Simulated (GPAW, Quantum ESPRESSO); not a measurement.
Consider NiPt (P4/mmm).

```
Pt Ni
1.0
     2.70994    0.00000    0.00000
     0.00000    2.70994    0.00000
     0.00000    0.00000    3.57832
Pt Ni
1 1
Direct
  0.00000 0.00000 0.00000
  0.50000 0.50000 0.50000
```

Absorber: atom 2, with 8 Pt at 2.62 Å and 4 Ni at 2.71 Å (distorted cuboctahedral, site symmetry 4/mmm). Method: Quantum ESPRESSO XSpectra, LDA, excited-electron core hole (neutral cell), 16-atom cell with 6.5 Å between holes, 5×5×5 k points, dipole transitions, Lorentzian half width 0.72 eV, without spin-orbit coupling.

**Question.** Where do the maxima of the Ni K edge fall?

Main maxima up to 30 eV above the zero (height): 13.5 eV (1.80), 18.6 eV (1.32), 22.4 eV (1.59) and 27.0 eV (1.17). A K edge sees empty p states, which here mix into the lowest empty bands, so that weight starts at the zero. The total-energy difference is 8343.46 eV. One term is added: -28.76 eV, since the hole is spin-paired here and a spin-polarised one costs that much less in the free atom (computed apart). The photon energy is then 8314.70 eV. The tabulated edge of the element is 8333 eV. The functional leaves an error in such absolute values: in the free atom LDA prices this hole 17.6 eV below PBE (computed apart), and PBE is itself good to a few eV.

The Ni K spectrum (energy from the energy zero of the input (xe0, at the border of filled and empty states); intensity scaled to a mean of 1 over the first 20 eV; the points at xe0, where the cut of filled states can leave a spike, are interpolated; polarised curves are means over the symmetry-equivalent atoms):

| E (eV) | isotropic | ε ⊥ c | ε ∥ c |
| --- | --- | --- | --- |
| -2.0 | 0.06 | 0.06 | 0.06 |
| -1.0 | 0.08 | 0.08 | 0.08 |
| 0.0 | 0.15 | 0.15 | 0.17 |
| 1.0 | 0.26 | 0.25 | 0.26 |
| 2.0 | 0.37 | 0.38 | 0.34 |
| 3.0 | 0.47 | 0.50 | 0.41 |
| 4.0 | 0.48 | 0.50 | 0.45 |
| 5.0 | 0.49 | 0.51 | 0.44 |
| 6.0 | 0.50 | 0.49 | 0.50 |
| 7.0 | 0.57 | 0.58 | 0.55 |
| 8.0 | 0.68 | 0.67 | 0.71 |
| 9.0 | 0.83 | 0.84 | 0.81 |
| 10.0 | 1.02 | 1.07 | 0.92 |
| 11.0 | 1.42 | 1.47 | 1.30 |
| 12.0 | 1.57 | 1.65 | 1.40 |
| 13.0 | 1.71 | 1.75 | 1.64 |
| 14.0 | 1.77 | 1.70 | 1.92 |
| 15.0 | 1.70 | 1.53 | 2.03 |
| 16.0 | 1.56 | 1.45 | 1.77 |
| 17.0 | 1.36 | 1.27 | 1.53 |
| 18.0 | 1.27 | 1.29 | 1.22 |
| 19.0 | 1.30 | 1.38 | 1.13 |
| 20.0 | 1.33 | 1.33 | 1.31 |
| 21.0 | 1.49 | 1.51 | 1.46 |
| 22.0 | 1.57 | 1.57 | 1.57 |
| 23.0 | 1.54 | 1.52 | 1.57 |
| 24.0 | 1.27 | 1.24 | 1.34 |
| 25.0 | 1.11 | 1.11 | 1.11 |
| 26.0 | 1.14 | 1.14 | 1.15 |
| 27.0 | 1.17 | 1.17 | 1.16 |
| 28.0 | 0.98 | 1.02 | 0.90 |
| 29.0 | 0.99 | 1.05 | 0.87 |
| 30.0 | 1.01 | 1.10 | 0.81 |
| 31.0 | 1.01 | 1.07 | 0.88 |
| 32.0 | 0.95 | 1.00 | 0.86 |

XSpectra leaves a spike where filled states are cut (about half a line width round xe0); it is interpolated away in tables and plots. Quadrupole 1s→3d transitions, which feed the pre-edge, are not in the dipole spectrum. The spins start ferromagnetically in a simple order, which needn't be the measured one; gap and edge can depend on it. Lifetime broadening is put in by hand, and intensities beyond about 20 eV depend on it and on the partial waves. The structure is a computed Materials Project entry and may be a hypothetical form.

[Banner, clock and machine lines of the logs are left out without a mark of their own.]

[Logs are printed without paths, hosts, clocks, repeated set-up lines and the standing remarks that a program may print on its own settings, such as how far it seeks lower states.]

[Hosts, paths, dates, database ids (printed as entryN), source tags and the programs' standing remarks are cut or masked in the printed files.]

[Lists of maxima count a maximum above −3 eV only where it reaches 4 % of the highest in the window and stands out from its surroundings by 2 % of it (1.5 % where it reaches 55 %); shoulders and weaker maxima are passed over, and of the rest the first, up to two pre-edge ones and the few strongest are named.]
